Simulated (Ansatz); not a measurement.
# The gap of SiC (P6_3mc): a ladder of methods and an error budget

Wanted: the gap of SiC (P6_3mc) by functionals, hybrids and G0W0, carried to the basis limit, with what remains uncertain.

Method: density functionals, hybrids, G0W0, plane waves, PAW, in Ansatz 0.2.0.

**What was measured.**

- Gap 3.285 eV: band gap at low temperature, quoted from earlier experiments; bulk crystal (quoted in “Excitation properties of the divacancy in 4H-SiC”, 2018, arxiv:1804.01167).

- Gap 3.26 eV: band gap of pure 4H-SiC, stated as experimental; bulk crystal (pure 4H-SiC, measurement details not given) (quoted in “IBIL Measurement and Optical Simulation of the DI Center in 4H-SiC”, 2023, pmc:10096426).

- Gap 3.2 eV: experimental band gap quoted from earlier work; bulk crystal (quoted in “Local vibrational modes of Si vacancy spin qubits in SiC”, 2020, arxiv:2002.00067).

This is a report of a sequence of runs, with most program output left out.

In doubt: masses and optical values from hybrid runs of this build are listed as unsure (step 11), which bears on the screening that GW takes from such a start.

**1. The structure**

Symmetry: P6_3mc, No. 186, hexagonal system. Conventional cell: a = 3.076 Å, b = 3.076 Å, c = 10.071 Å, α = 90.00°, β = 90.00°, γ = 120.00°. Nearest to Si lie 4 C at 1.88 to 1.89 Å. Nearest to C lie 4 Si at 1.88 to 1.89 Å. Nearest to C lie 4 Si at 1.88 to 1.89 Å. Farther neighbours are not listed.

Coordinates:

```cif
data_structure
_symmetry_space_group_name_H-M 'P 1'
_symmetry_Int_Tables_number 1
_cell_length_a 3.0757
_cell_length_b 3.0757
_cell_length_c 10.0706
_cell_angle_alpha 90.000
_cell_angle_beta 90.000
_cell_angle_gamma 120.000
_cell_volume 82.50
loop_
_atom_site_label
_atom_site_type_symbol
_atom_site_fract_x
_atom_site_fract_y
_atom_site_fract_z
_atom_site_occupancy
Si1 Si 0.66667 0.33333 0.93784 1
Si2 Si 0.33333 0.66667 0.43784 1
Si3 Si 0.00000 0.00000 0.68789 1
Si4 Si 0.00000 0.00000 0.18789 1
C5 C 0.66667 0.33333 0.74980 1
C6 C 0.33333 0.66667 0.24980 1
C7 C 0.00000 0.00000 0.50046 1
C8 C 0.00000 0.00000 0.00046 1
```

The cell and positions are those that the Materials Project relaxed with its own functionals (PBE, PBE+U or r2SCAN), kept fixed. The default PAW set here is soft_2. Its files were made with PBE.

**2. PBE bands**

The cheap functional maps the bands first; the places of the edges decide which points the dearer methods must see.

This step: DFT, PBE, plane waves, PAW.

input.yaml reads:

```yaml
crystal:
  lattice:
    - [3.0756941497, 0.0, 0.0]
    - [-1.5378470748, 2.6636292679, 0.0]
    - [0.0, 0.0, 10.07064648]
  atoms:
    - { symbol: Si, position: [0.66666667, 0.33333333, 0.93784198] }
    - { symbol: Si, position: [0.33333333, 0.66666667, 0.43784198] }
    - { symbol: Si, position: [0.0, 0.0, 0.68789438] }
    - { symbol: Si, position: [0.0, 0.0, 0.18789438] }
    - { symbol: C, position: [0.66666667, 0.33333333, 0.74980259] }
    - { symbol: C, position: [0.33333333, 0.66666667, 0.24980259] }
    - { symbol: C, position: [0.0, 0.0, 0.50046005] }
    - { symbol: C, position: [0.0, 0.0, 0.00046005] }
kpoints:
  mp_grid: { grid: [12, 12, 2] }
  band_path:
    path:
      - [[0.0, 0.0, 0.0], [0.5, 0.0, 0.0], [0.33333333, 0.33333333, 0.0], [0.0, 0.0, 0.0], [0.0, 0.0, 0.5], [0.5, 0.0, 0.5], [0.33333333, 0.33333333, 0.5], [0.0, 0.0, 0.5]]
      - [[0.5, 0.0, 0.5], [0.5, 0.0, 0.0]]
      - [[0.33333333, 0.33333333, 0.5], [0.33333333, 0.33333333, 0.0]]
    npoints: 10
hamiltonian:
  xc: pbe
scf:
  occupations: { method: fermi_dirac, width: 0.02 }
  n_extra_bands: 6
output:
  eigenvalues: true
  write_density: true
  write_potential: true
  elf: true
  volumetric_format: npy
```

Launch:

```
ansatz run input.yaml --threads 3 --pin off --max-ram 92160MiB --backend cuda --events-out ev --progress --plain --runs-dir out --devices 1 --max-vram 13GiB
```

The job ended after 8.6 s (1 × NVIDIA H100 80GB HBM3 (shared by 6 runs) with 3 threads of AMD EPYC 7R13 (Zen 3), shared host; peak memory 0.91 GiB; 7.4 s of CPU time).

This step gave:

```
filled bands         : 16
gap                  : 2.227 eV
valence top at       : Γ
conduction bottom at : M
least direct gap     : 3.350 eV
```

The gap is indirect, with the least direct gap 1.12 eV higher.

Electronic bands along the path, in eV, zero at the top of the highest nominally filled band:

| point | band 13 | band 14 | band 15 | band 16 | band 17 | band 18 | band 19 | band 20 |
| --- | --- | --- | --- | --- | --- | --- | --- | --- |
| Γ | -0.58 | -0.05 | 0.00 | 0.00 | 5.11 | 5.69 | 6.30 | 6.33 |
| halfway | -1.67 | -1.63 | -0.83 | -0.55 | 3.79 | 4.30 | 5.08 | 6.13 |
| M | -2.36 | -2.22 | -1.58 | -1.12 | 2.23 | 2.36 | 4.23 | 4.76 |
| halfway | -3.20 | -2.57 | -1.92 | -1.85 | 3.15 | 3.99 | 4.73 | 6.09 |
| K | -4.00 | -2.87 | -2.87 | -1.67 | 3.98 | 3.98 | 5.19 | 5.60 |
| halfway | -2.50 | -2.08 | -1.56 | -0.93 | 4.70 | 4.93 | 5.29 | 6.34 |
| Γ | -0.58 | -0.05 | 0.00 | 0.00 | 5.11 | 5.69 | 6.30 | 6.33 |
| halfway | -0.41 | -0.41 | -0.06 | -0.06 | 5.16 | 5.54 | 6.52 | 6.57 |
| A | -0.21 | -0.21 | -0.21 | -0.21 | 5.32 | 5.32 | 6.78 | 6.78 |
| halfway | -1.27 | -1.27 | -0.92 | -0.92 | 3.96 | 3.96 | 5.57 | 5.57 |
| L | -2.50 | -2.50 | -1.55 | -1.55 | 2.64 | 2.64 | 4.22 | 4.22 |
| halfway | -3.23 | -3.23 | -2.04 | -2.04 | 3.53 | 3.53 | 5.50 | 5.50 |
| H | -2.75 | -2.75 | -2.45 | -2.45 | 3.24 | 3.24 | 6.69 | 6.69 |
| halfway | -2.15 | -2.15 | -1.04 | -1.04 | 4.95 | 4.95 | 5.53 | 5.53 |
| A | -0.21 | -0.21 | -0.21 | -0.21 | 5.32 | 5.32 | 6.78 | 6.78 |
| jump to L | -2.50 | -2.50 | -1.55 | -1.55 | 2.64 | 2.64 | 4.22 | 4.22 |
| halfway | -2.49 | -1.96 | -1.89 | -1.24 | 2.46 | 2.47 | 4.03 | 4.79 |
| M | -2.36 | -2.22 | -1.58 | -1.12 | 2.23 | 2.36 | 4.23 | 4.76 |
| jump to H | -2.75 | -2.75 | -2.45 | -2.45 | 3.24 | 3.24 | 6.69 | 6.69 |
| halfway | -3.58 | -2.64 | -2.64 | -1.99 | 3.55 | 3.55 | 5.62 | 6.19 |
| K | -4.00 | -2.87 | -2.87 | -1.67 | 3.98 | 3.98 | 5.19 | 5.60 |

ELF in the ac plane at fractional y = 0.000, with atoms of Si and C within 0.2 Å of it. It is the smooth field of the valence electrons, not physical close to the nuclei.

Ten even steps from '_' (0.06) to '@' (0.92), each cell a mean:
```
::--##%%@@%%##==--==##%%@@%%##--
****########++--::--++########**
------------::::::::::----------
________..::--======--::..______
......::--==++++++++++==--::....
..::==**######******######**==::
....::**%%%%%%######%%%%%%**::..
--::..--++##****++****##++--..::
++++====----::......::----====++
@@@@@@%%++--..______..--++%%@@@@
####%%%%##++--..__..--++##%%%%##
__..++##%%##**--::--**##%%##++..
::--##%%@@%%##==--==##%%@@%%**--
****########++--::--++########**
::----------::::::::::----------
________..::--======--::..______
......::--==++++++++++==--::....
..::==**######******######**==::
....::**%%%%%%######%%%%%%**::..
--::..--++******++******++--..::
++++====----::......::----====++
@@@@@@##++--..______..--++##@@@@
##%%%%%%##++--..__..--++##%%%%%%
__..++##%%##**--::--**##%%##++..
```
Columns run along a (3.1 Å), rows up along c (10.1 Å). Atoms in or near the plane, at fractional coordinates: Si at (0.00, 0.69), Si at (0.00, 0.19), C at (0.00, 0.50), C at (0.00, 0.00).

Valence density in the ac plane at fractional y = 0.000, with atoms of Si and C within 0.2 Å of it. It is the smooth field of the valence electrons, not physical close to the nuclei.

Ten even steps from '_' (0.1 e/Å³) to '@' (1.8 e/Å³), each cell a mean:
```
@@%%%%**==::::......::::==**%%%%
==----::::..............::::----
________________________________
________________________________
__________..............________
__........::::::::::::::........
____..::::::::::::::::::::::..__
______......................____
..........______________........
====--::..______________..::--==
%%##**==::..__________..::==**##
@@@@%%**==::....__....::==**%%@@
%%%%##**==::::......::::==**##%%
====--::::..............::::--==
________________________________
________________________________
__________..............________
__........::::::::::::::........
____..::::::::::::::::::::::..__
______......................____
..........______________........
====--::..______________..::--==
%%##**--::..__________..::--**##
@@@@%%**==::....__....::==**%%@@
```
Columns run along a (3.1 Å), rows up along c (10.1 Å). Atoms in or near the plane, at fractional coordinates: Si at (0.00, 0.69), Si at (0.00, 0.19), C at (0.00, 0.50), C at (0.00, 0.00).

**3. LDA**

A second semilocal functional shows how much of the gap hangs on that choice alone.

This step: DFT, LDA, plane waves, PAW.

input.yaml reads:

```yaml
crystal:
  lattice:
    - [3.0756941497, 0.0, 0.0]
    - [-1.5378470748, 2.6636292679, 0.0]
    - [0.0, 0.0, 10.07064648]
  atoms:
    - { symbol: Si, position: [0.66666667, 0.33333333, 0.93784198] }
    - { symbol: Si, position: [0.33333333, 0.66666667, 0.43784198] }
    - { symbol: Si, position: [0.0, 0.0, 0.68789438] }
    - { symbol: Si, position: [0.0, 0.0, 0.18789438] }
    - { symbol: C, position: [0.66666667, 0.33333333, 0.74980259] }
    - { symbol: C, position: [0.33333333, 0.66666667, 0.24980259] }
    - { symbol: C, position: [0.0, 0.0, 0.50046005] }
    - { symbol: C, position: [0.0, 0.0, 0.00046005] }
kpoints:
  mp_grid: { grid: [12, 12, 2] }
  band_path:
    path:
      - [0.0, 0.0, 0.0]
      - [0.5, 0.0, 0.0]
      - [0.33333333, 0.33333333, 0.0]
      - [0.0, 0.0, 0.5]
      - [0.5, 0.0, 0.5]
      - [0.33333333, 0.33333333, 0.5]
    npoints: 1
hamiltonian:
  xc: lda
scf:
  occupations: { method: fixed }
  n_extra_bands: 6
output:
  eigenvalues: true
```

Run time: 5.7 s. Hardware: 1 × NVIDIA H100 80GB HBM3 (shared by 6 runs) with 3 threads; peak memory 0.87 GiB; 4.1 s of CPU time.

This step gave:

| Property | Result |
| --- | --- |
| gap | 2.178 eV |
| valence top at | Γ |
| conduction bottom at | M |
| least direct gap | 3.303 eV |

The gap stands −0.05 eV against PBE.

**4. HSE06**

The screened hybrid is the usual rung above semilocal functionals: a quarter of exact exchange, cut off beyond a few ångström.

This step: DFT, HSE06, plane waves, PAW.

Edit input.yaml of step 3 so:

```diff
@@ -15,3 +15,3 @@
 kpoints:
-  mp_grid: { grid: [12, 12, 2] }
+  mp_grid: { grid: [6, 6, 2] }
   band_path:
@@ -26,3 +26,3 @@
 hamiltonian:
-  xc: lda
+  xc: hse06
 scf:
```

Wall time 18 s (1 × NVIDIA H100 80GB HBM3 (shared by 6 runs) with 3 threads); peak memory 1.2 GiB; 25 s of CPU time.

This step gave:

| Item | Value |
| --- | --- |
| gap | 3.141 eV |
| valence top at | Γ |
| conduction bottom at | M |
| least direct gap | 4.377 eV |

The gap stands +0.91 eV against PBE.

**5. PBE0**

PBE0 differs from HSE06 by long-range exchange, so the pair shows what that tail is worth.

This step: DFT, PBE0, plane waves, PAW.

Edit input.yaml of step 4 so:

```diff
@@ -26,3 +26,3 @@
 hamiltonian:
-  xc: hse06
+  xc: pbe0
 scf:
```

Run time: 17 s. Hardware: 1 × NVIDIA H100 80GB HBM3 (shared by 6 runs) with 3 threads; peak memory 1.2 GiB; 18 s of CPU time.

This step gave:

```
gap                  : 3.869 eV
valence top at       : Γ
conduction bottom at : M
least direct gap     : 5.108 eV
```

The gap stands +1.64 eV against PBE.

**6. DDH-PBE0**

Here the share of exact exchange is set once to one over ε∞ of the semilocal ground state, the screening that GW applies at long range.

This step: DFT, dielectric-dependent PBE0 (fraction 1/eps_inf of PBE), plane waves, PAW.

Edit input.yaml of step 5 so:

```diff
@@ -14,2 +14,3 @@
     - { symbol: C, position: [0.0, 0.0, 0.00046005] }
+  host: atoms
 kpoints:
@@ -26,3 +27,6 @@
 hamiltonian:
-  xc: pbe0
+  xc:
+    exchange: pbe
+    correlation: pbe
+    exx: { coeff: inverse_dielectric }
 scf:
@@ -32 +36,5 @@
   eigenvalues: true
+  write_density: true
+  write_potential: true
+  elf: true
+  volumetric_format: npy
```

It took 45 s on 1 × NVIDIA H100 80GB HBM3 (shared by 6 runs) with 3 threads; peak memory 1.8 GiB; 63 s of CPU time.

This step gave:

* gap: 3.144 eV
* valence top at: Γ
* conduction bottom at: M
* least direct gap: 4.333 eV
* exact-exchange fraction: 0.1413

The gap stands +0.92 eV against PBE; the share of exchange is 0.141, one over an ε∞ of 7.1.

**7. Dielectric tensor**

ε∞ sets how strongly the crystal screens. Perturbation theory gives it with local fields and without a sum over empty bands.

This step: dielectric response by perturbation theory, PBE, plane waves, PAW.

input.yaml reads:

```yaml
crystal:
  lattice:
    - [3.0756941497, 0.0, 0.0]
    - [-1.5378470748, 2.6636292679, 0.0]
    - [0.0, 0.0, 10.07064648]
  atoms:
    - { symbol: Si, position: [0.66666667, 0.33333333, 0.93784198] }
    - { symbol: Si, position: [0.33333333, 0.66666667, 0.43784198] }
    - { symbol: Si, position: [0.0, 0.0, 0.68789438] }
    - { symbol: Si, position: [0.0, 0.0, 0.18789438] }
    - { symbol: C, position: [0.66666667, 0.33333333, 0.74980259] }
    - { symbol: C, position: [0.33333333, 0.66666667, 0.24980259] }
    - { symbol: C, position: [0.0, 0.0, 0.50046005] }
    - { symbol: C, position: [0.0, 0.0, 0.00046005] }
kpoints:
  mp_grid: { grid: [9, 9, 2] }
hamiltonian:
  xc: pbe
scf:
  occupations: { method: fixed }
dielectric: {}
```

The job ended after 32 s (1 × NVIDIA H100 80GB HBM3 (shared by 6 runs) with 3 threads; peak memory 2.1 GiB; 53 s of CPU time).

This step gave:

```yaml
stated_error_of_eps_infinity: 0.025
```

One over ε∞ averages 0.14, under the quarter of exact exchange in PBE0, which by this rule of thumb may open the gap too far.

High-frequency dielectric tensor:

```
6.98 0.00 0.00
0.00 6.98 0.00
0.00 0.00 7.28
```

**8. G0W0, 6×6×2 mesh, 87 empty bands, screening to 60 eV**

Now the one-shot GW correction: screening in the RPA, then the self-energy of the levels asked for.

This step: G0W0 on PBE, plane waves, PAW.

Edit input.yaml of step 7 so:

```diff
@@ -15,3 +15,3 @@
 kpoints:
-  mp_grid: { grid: [9, 9, 2] }
+  mp_grid: { grid: [6, 6, 2] }
 hamiltonian:
@@ -20,2 +20,7 @@
   occupations: { method: fixed }
-dielectric: {}
+gw:
+  n_empty_bands: 87
+  ecut_chi: 60
+  qp_bands: [v2, c2]
+  qp_kpoints: band_edges
+  screening: { model: contour_deformation }
```

It took 12 s on 1 × NVIDIA H100 80GB HBM3 (shared by 6 runs) with 3 threads; peak memory 1.1 GiB.

This step gave:

| Quantity | Value |
| --- | --- |
| bands summed | 103 |
| RPA ε∞ on this mesh (eigenvalues) | 7.118, 7.222, 7.222 |
| plane waves in the screening matrix | 79 |
| G0W0 gap on the mesh | 2.756 eV |
| k of the valence top | 0, 0, 0 |
| k of the conduction bottom | 0, -0.5, 0 |
| starting gap on the mesh | 2.224 eV |
| least direct G0W0 gap on the computed points | 4.026 eV |

The gap on the mesh goes from 2.22 eV to 2.76 eV, a correction of +0.53 eV. Between the two edge states, bare exchange in place of the xc potential would open the gap by 6.95 eV, and correlation takes back 6.42 eV.

**9. G0W0, 6×6×2 mesh, 246 empty bands, screening to 120 eV**

Bands and screening cutoff are moved together, since each hides the error of the other.

Edit input.yaml of step 8 so:

```diff
@@ -21,4 +21,4 @@
 gw:
-  n_empty_bands: 87
-  ecut_chi: 60
+  n_empty_bands: 246
+  ecut_chi: 120
   qp_bands: [v2, c2]
```

The job ended after 31 s (1 × NVIDIA H100 80GB HBM3 (shared by 6 runs) with 3 threads; peak memory 1.3 GiB; 20 s of CPU time).

This step gave:

| Property | Result |
| --- | --- |
| bands summed | 262 |
| RPA ε∞ on this mesh (eigenvalues) | 6.941, 7.021, 7.021 |
| plane waves in the screening matrix | 251 |
| G0W0 gap on the mesh | 3.009 eV |
| k of the valence top | 0, 0, 0 |
| k of the conduction bottom | 0, -0.5, 0 |
| starting gap on the mesh | 2.224 eV |
| least direct G0W0 gap on the computed points | 4.234 eV |

Against the run with 6×6×2 mesh, 87 empty bands, screening to 60 eV, the gap moves by +0.25 eV.

**10. G0W0, 6×6×2 mesh, 529 empty bands, screening to 200 eV**

Edit input.yaml of step 9 so:

```diff
@@ -21,4 +21,4 @@
 gw:
-  n_empty_bands: 246
-  ecut_chi: 120
+  n_empty_bands: 529
+  ecut_chi: 200.0
   qp_bands: [v2, c2]
```

It took 61 s on 1 × NVIDIA H100 80GB HBM3 (shared by 6 runs) with 3 threads; peak memory 1.9 GiB; 1.8 min of CPU time.

This step gave:

- bands summed: 545
- RPA ε∞ on this mesh (eigenvalues): 6.934, 7.013, 7.013
- plane waves in the screening matrix: 527
- q-points in the mesh: 72
- G0W0 gap on the mesh: 3.136 eV
- k of the valence top: 0, 0, 0
- k of the conduction bottom: 0, -0.5, 0
- starting gap on the mesh: 2.224 eV
- Z at the valence top: 0.7883
- Z at the conduction bottom: 0.8147
- least direct G0W0 gap on the computed points: 4.340 eV

Against the run with 6×6×2 mesh, 246 empty bands, screening to 120 eV, the gap moves by +0.13 eV.

Limits: finite bands, cutoff and mesh. v1 is the top filled band, c1 the lowest empty one. Levels before and after the correction, in eV, zero at the valence-band top of each column:

|  | conduction bottom | valence top |
| --- | --- | --- |
| Kohn-Sham | 2.22 | 0.00 |
| G0W0 | 3.14 | 0.00 |

|  | level | occupation | energy (eV) |
| --- | --- | --- | --- |
| Kohn-Sham | Γ v2-v1 | 2 | 0.000 |
| Kohn-Sham | Γ c1 | 0 | 5.108 |
| Kohn-Sham | Γ c2 | 0 | 5.687 |
| Kohn-Sham | (0 -0.5 0) v2 | 2 | -1.579 |
| Kohn-Sham | (0 -0.5 0) v1 | 2 | -1.123 |
| Kohn-Sham | (0 -0.5 0) c1 | 0 | 2.224 |
| Kohn-Sham | (0 -0.5 0) c2 | 0 | 2.356 |
| G0W0 | Γ v2-v1 | 2 | 0.000 |
| G0W0 | Γ c1 | 0 | 6.241 |
| G0W0 | Γ c2 | 0 | 6.845 |
| G0W0 | (0 -0.5 0) v2 | 2 | -1.676 |
| G0W0 | (0 -0.5 0) v1 | 2 | -1.204 |
| G0W0 | (0 -0.5 0) c1 | 0 | 3.136 |
| G0W0 | (0 -0.5 0) c2 | 0 | 3.289 |

How the two edges are built up, in eV (the quasiparticle level is the starting level plus Σx plus Σc less Vxc):

| run | edge | start | Σx | Σc | Vxc | Z | QP |
| --- | --- | --- | --- | --- | --- | --- | --- |
| 103 bands | valence top | 9.59 | -18.36 | 2.67 | -15.77 | 0.80 | 9.67 |
| 103 bands | conduction bottom | 11.82 | -7.43 | -3.75 | -11.79 | 0.82 | 12.42 |
| 262 bands | valence top | 9.59 | -18.36 | 2.12 | -15.77 | 0.79 | 9.12 |
| 262 bands | conduction bottom | 11.82 | -7.43 | -4.05 | -11.79 | 0.82 | 12.13 |
| 545 bands | valence top | 9.59 | -18.36 | 1.86 | -15.77 | 0.79 | 8.87 |
| 545 bands | conduction bottom | 11.82 | -7.43 | -4.17 | -11.79 | 0.81 | 12.00 |

**11. G0W0@HSE06, 6×6×2 mesh, 246 empty bands, screening to 120 eV**

The same correction from a different start measures what one shot leaves open. Bands and cutoff differ from the step before, so it is read against an earlier run that matches them.

This step: G0W0 on HSE06, plane waves, PAW.

Edit input.yaml of step 10 so:

```diff
@@ -17,3 +17,3 @@
 hamiltonian:
-  xc: pbe
+  xc: hse06
 scf:
@@ -21,4 +21,4 @@
 gw:
-  n_empty_bands: 529
-  ecut_chi: 200.0
+  n_empty_bands: 246
+  ecut_chi: 120
   qp_bands: [v2, c2]
```

Run time: 51 s. Hardware: 1 × NVIDIA H100 80GB HBM3 (shared by 6 runs) with 3 threads; peak memory 1.6 GiB; 33 s of CPU time.

Numbers from this step:

```
bands summed                                 : 262
RPA ε∞ on this mesh (eigenvalues)            : 5.720, 5.749, 5.749
plane waves in the screening matrix          : 251
G0W0 gap on the mesh                         : 3.399 eV
k of the valence top                         : 0, 0, 0
k of the conduction bottom                   : 0, -0.5, 0
starting gap on the mesh                     : 3.141 eV
least direct G0W0 gap on the computed points : 4.659 eV
```

Against the run with 6×6×2 mesh, 246 empty bands, screening to 120 eV on PBE, the gap moves by +0.39 eV, while the start moved by +0.92 eV.

(Part 1 of 2 ends here.)

[Paths, hosts, dates, memory and timing lines, banners, echoed tables and standing remarks are left out of the program output.]

[Logs are printed without paths, hosts, clocks, repeated set-up lines and the standing remarks that a program may print on its own settings, such as how far it seeks lower states.]

[Runs of the session that timed out or met a known fault of the program may be left out.]

[Cells called generated may have been cut or substituted from an entry of the Crystallography Open Database or the Materials Project.]

[Hosts, paths, dates, database ids (printed as entryN), source tags and the programs' standing remarks are cut or masked in the printed files.]
